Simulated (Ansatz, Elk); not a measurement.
# Bonding as seen by X-rays: Mg2MnCdN, part 2 of 2

The structure of Mg2MnCdN used here is made up (a known structure type with other elements) and was relaxed beforehand with PBE. The aim is the Fourier transform of its all-electron density, F(hkl), set beside the sum over free spherical atoms that refinements use.

Elk 11.2.3 (patched build); all-electron DFT.

So far: Set-up; Ground state and structure factors; The magnetisation density.

The structure was built from a prototype and need not be the compound's stable phase.

### 4. The highest occupied states alone

Level of this step: DFT, PBE, all-electron APW+lo, Dirac cores, scalar-relativistic bands, static density, ferromagnetic start (Elk).

An energy window below the Fermi level keeps the highest occupied states, to see at which angles they scatter; shallow core shells can lie inside it and anion s states outside. No new self-consistency is needed.

The input, elk.in:

```
tasks
  195

xctype
  20

spinpol
  .true.

rgkmax
  7.0

gmaxvr
  14.0

lmaxo
  7

lmaxapw
  8

swidth
  0.002

tshift
  .false.

ramdisk
  .false.

hmaxvr
  5.5

maxscl
  120

epspot
  1e-06

reducebf
  0.8

wsfac
  -0.178010 0.489480

sppath
  './'

avec
  7.87204411262 -0.00000000000 0.00000000000
  -0.00000000000 7.87204411262 -0.00000000000
  0.00000000000 -0.00000000000 9.30549158199

atoms
  4
  'Cd.in'
  1
  0.5000000000 0.5000000000 0.0000000000   0.000000 0.000000 0.000000
  'Mn.in'
  1
  0.0000000000 0.0000000000 0.0000000000   0.000000 0.000000 -0.200000
  'Mg.in'
  2
  -0.0000000000 0.5000000000 0.5000000000   0.000000 0.000000 0.000000
  0.5000000000 0.0000000000 0.5000000000   0.000000 0.000000 0.000000
  'N.in'
  1
  0.5000000000 0.5000000000 0.5000000000   0.000000 0.000000 0.000000

ngridk
  5 5 4
```

Launch:

```bash
$ OMP_NUM_THREADS=4 elk
```

Numbers of over 12 decimals in the logs are rounded to 6 here.

The program printed:

```text
┌─────────────────────────────────┐
│ Elk code version 11.2.3 started │
└─────────────────────────────────┘

Info(readinput): the functional depends on the density's gradient
 muffin-tin radial points multiplied by    2.00000
 (not where nrmtscf is given)

┌────────────────────┐
│ Current task : 195 │
└────────────────────┘
Info(checkmt): changed muffin-tin radius of species 3 (Mg) from   2.2000 to   2.1373
Info(checkmt): changed muffin-tin radius of species 4 (N) from   1.8000 to   1.7487

Info(sfacrho): density structure factors written to SFACRHO.OUT

 Energy window :  -0.1780100000      0.4894800000

┌──────────────────┐
│ Elk code stopped │
└──────────────────┘
```

Wall time 10 s (4 threads of Arm Neoverse V2, shared host); peak memory 0.22 GiB.

States within 10 eV below the Fermi level hold 26.00 electrons; any levels below the window count with the cores. Their amplitudes can exceed the total, where window and core parts have opposite phase:

```tsv
hkl	sin θ/λ (Å⁻¹)	abs F, window	abs F, all
001	0.102	10.271	40.040
100	0.120	6.608	27.820
101	0.157	0.846	15.225
110	0.170	12.465	47.803
111	0.198	6.743	70.478
002	0.203	10.715	79.837
102	0.236	3.547	23.202
200	0.240	8.188	74.491
201	0.261	4.994	32.734
112	0.265	7.273	39.905
```

### 5. Another functional

The difference from free atoms is small, so it is set against the change that LDA (Perdew-Wang) makes.

Changes to elk.in since step 4:

```diff
@@ -1,6 +1,8 @@
 tasks
+  0
   195
+  196
 
 xctype
-  20
+  3
 
@@ -42,5 +44,2 @@
 
-wsfac
-  -0.178010 0.489480
-
 sppath
```

Launch:

```bash
$ OMP_NUM_THREADS=4 elk
```

The program printed:

```text
┌─────────────────────────┐
│ Elk code version 11.2.3 │
└─────────────────────────┘

All units are atomic (Hartree, Bohr, etc.)

┌─────────────────────────────────────────────────┐
│ Ground-state run starting from atomic densities │
└─────────────────────────────────────────────────┘

Lattice vectors :
   7.872044113      -0.000000000       0.000000000
  -0.000000000       7.872044113      -0.000000000
   0.000000000      -0.000000000       9.305491582

Reciprocal lattice vectors :
  0.7981643925       0.000000000       0.000000000
[...]
Moments :
 interstitial                :   0.8173188283E-01
 muffin-tins
  species : 1 (Cd)
[...]
species : 2 (Mn)
[...]
species : 3 (Mg)
[...]
atom 2                    :  -0.1819001668E-01
  species : 4 (N)
   atom 1                    :   0.4669037941E-01
 total in muffin-tins        :    3.770689010
 total moment                :    3.852420893

┌──────────────────────────────┐
│ Self-consistent loop stopped │
└──────────────────────────────┘

Warning : core states of species 1 leak from the muffin-tin :   0.2423195103E-03

Wrote STATE.OUT
[key lines of the parts left out:]
total energy                :     -7200.9234334862
```

Elapsed: 91 s, on 4 threads; peak memory 0.29 GiB.

Against the first run R = 0.05 %; the largest change is -0.068 at 202. The moment goes from 3.89 to 3.85 μB.

### 6. Basis size

The basis and the expansions that go with it are enlarged, to see whether the differences are converged.

Changes to elk.in since step 5:

```diff
@@ -6,3 +6,3 @@
 xctype
-  3
+  20
 
@@ -12,12 +12,12 @@
 rgkmax
-  7.0
+  8.5
 
 gmaxvr
-  14.0
+  18.0
 
 lmaxo
-  7
+  9
 
 lmaxapw
-  8
+  10
```

Launch:

```bash
$ OMP_NUM_THREADS=4 elk
```

The program printed:

```text
┌─────────────────────────┐
│ Elk code version 11.2.3 │
└─────────────────────────┘

All units are atomic (Hartree, Bohr, etc.)

┌─────────────────────────────────────────────────┐
│ Ground-state run starting from atomic densities │
└─────────────────────────────────────────────────┘

Lattice vectors :
   7.872044113      -0.000000000       0.000000000
  -0.000000000       7.872044113      -0.000000000
   0.000000000      -0.000000000       9.305491582

Reciprocal lattice vectors :
  0.7981643925       0.000000000       0.000000000
[...]
Moments :
 interstitial                :   0.2418292023E-01
 muffin-tins
  species : 1 (Cd)
[...]
species : 2 (Mn)
[...]
species : 3 (Mg)
[...]
atom 2                    :  -0.2063681269E-01
  species : 4 (N)
   atom 1                    :   0.3961487739E-01
 total in muffin-tins        :    3.856045827
 total moment                :    3.880228748

┌──────────────────────────────┐
│ Self-consistent loop stopped │
└──────────────────────────────┘

Warning : core states of species 1 leak from the muffin-tin :   0.2417202450E-03

Wrote STATE.OUT
[key lines of the parts left out:]
total energy                :     -7210.0807486161
```

Wall time 5.2 min (4 threads); peak memory 0.79 GiB.

Against the first run R = 0.01 %; the largest change is +0.010 at 220. The moment goes from 3.89 to 3.88 μB.

### 7. Settings against the effect

```tsv
run	R against the first run (%)	R against neutral atoms, low angle (%)	wall time
PBE, rgkmax 7	0.00	0.62	2.8 min
LDA (Perdew-Wang)	0.05	0.62	91 s
rgkmax 8.5 with larger expansions	0.01	0.61	5.2 min
```

### 8. Results

* R against neutral atoms, sin θ/λ < 0.3 Å⁻¹: 0.62 %
* R against neutral atoms, 0.3 to 0.82 Å⁻¹: 0.20 %
* magnetic form factor over free-ion ⟨j0⟩, 0.12 to 0.35 Å⁻¹: 0.97

Independent neutral atoms miss the calculated amplitudes by R = 0.62 % below 0.3 Å⁻¹ and 0.20 % from there to 0.82 Å⁻¹; by shells, 0.46 % below 0.15 Å⁻¹ (2 forms), 0.63 % 0.15 to 0.3 (10 forms), 0.22 % 0.3 to 0.45 (21 forms), 0.20 % above 0.45 (116 forms). Bonding, aspherical density and the tables' own atoms all enter these figures, and the runs don't part them. The largest change of an amplitude is -0.62 electrons, at 111. The magnetic order is that of the start. No other order was tried here, and an antiferromagnetic one would change or move the magnetic intensity. Between 0.12 and 0.35 Å⁻¹ the magnetic form factor is 0.97 times the free-ion one. The sphere holds 3.91 of the 3.89 μB; that share, the choice of ion, the size of the d shell and its asphericity all move this ratio. The window's part falls from 26.0 electrons at the origin to at most 1.48 between 0.45 and 0.82 Å⁻¹, where compact states inside the window still scatter. Below 0.3 Å⁻¹ the changes that finished (LDA (Perdew-Wang) and rgkmax 8.5 with larger expansions) move F by R = 0.05 % at most, against the 0.62 % that separates it from free atoms. The magnetic factors move by R = 2.3 % (LDA (Perdew-Wang)) and 0.1 % (rgkmax 8.5 with larger expansions), so they aren't settled to better than that. The k-mesh has no finished test. Part of the difference isn't bonding: the tables are fits to free atoms and ions calculated by other methods than this functional. Thermal motion, anomalous dispersion and extinction are left out.

[Logs are printed without paths, hosts, clocks, repeated set-up lines and the standing remarks that a program may print on its own settings, such as how far it seeks lower states.]

[Hosts, paths, dates, database ids (printed as entryN), source tags and the programs' standing remarks are cut or masked in the printed files.]
